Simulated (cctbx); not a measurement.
## Lattice, Laue class and space group of a new crystal

Cell: a = 4.1640 Å, b = 6.8440 Å, c = 10.5640 Å, α = 90.00°, β = 106.10°, γ = 90.00°. Expected content of the cell: Pr4 As4 P4.

Simulated single-crystal data (cctbx): synchrotron X-rays, λ = 0.6889 Å, to d = 0.77 Å, 70 % of the full sphere, strongest reflection 5000 counts, noise from counting, a 1.5 % proportional error and a noise floor of 2 counts (s.d.); no absorption, some extinction.

A first pass over the reflections prints:

```text
1837 reflections to d = 0.770 A
centring   violations  <I/sigma> of those
    A        620 of   913     10.6
    B        689 of   927     11.1
    C        675 of   934     10.9
    I        671 of   938     10.5
    R        921 of  1250     11.1
    F        992 of  1387     10.9
Laue class    unique    Rint  (classes that these axes allow; Friedel mates merged)
P -1             1210   0.030
P 1 2/m 1         706   0.036
space group    extra absences  I>4sigma  <I/sigma>
P 1 2 1                 0          0         -  acentric
P 1 21 1                6          0      -0.6  acentric
P 1 m 1                 0          0         -  acentric
P 1 c 1                75          0       0.1  acentric
P 1 2/m 1               0          0         -  centric
P 1 21/m 1              6          0      -0.6  centric
P 1 2/c 1              75          0       0.1  centric
P 1 21/c 1             81          0       0.1  centric
Wilson B = 1.62 A^2   <|E^2-1|> = 0.901 (0.968 centric, 0.736 acentric)   E^2>4: 3.6 %
shell (A)         n   <I/sigma>
10.15 - 1.54     92     23.1
 1.54 - 1.22     95     19.9
 1.22 - 1.07     87     16.6
 1.07 - 0.97     86     15.3
 0.97 - 0.90     85     17.3
 0.90 - 0.85     84     10.5
 0.85 - 0.81     90     11.0
 0.81 - 0.77     87     10.5
```

**Question.** What are the lattice type, the Laue class and the likely space group?

Every centring test has many violations, so the lattice is primitive.

Rint stays low (0.030 to 0.036) up to P 1 2/m 1, the highest class in these axes.

8 settings pass the absence test. The most absences obeyed, 81, belong to P 1 21/c 1 alone.

⟨|E²−1|⟩ = 0.901 leans to a centrosymmetric structure. The Wilson B of 1.62 Å² means U ≈ 0.0205 Å².

The true group is P2_1/c (no. 14), Laue class 2/m, centrosymmetric. The tables fix it.

The model is made up (kin elements in a known structure type, no relaxation), so it says nothing on whether the phase exists.

[Logs are printed without paths, hosts, clocks, repeated set-up lines and the standing remarks that a program may print on its own settings, such as how far it seeks lower states.]
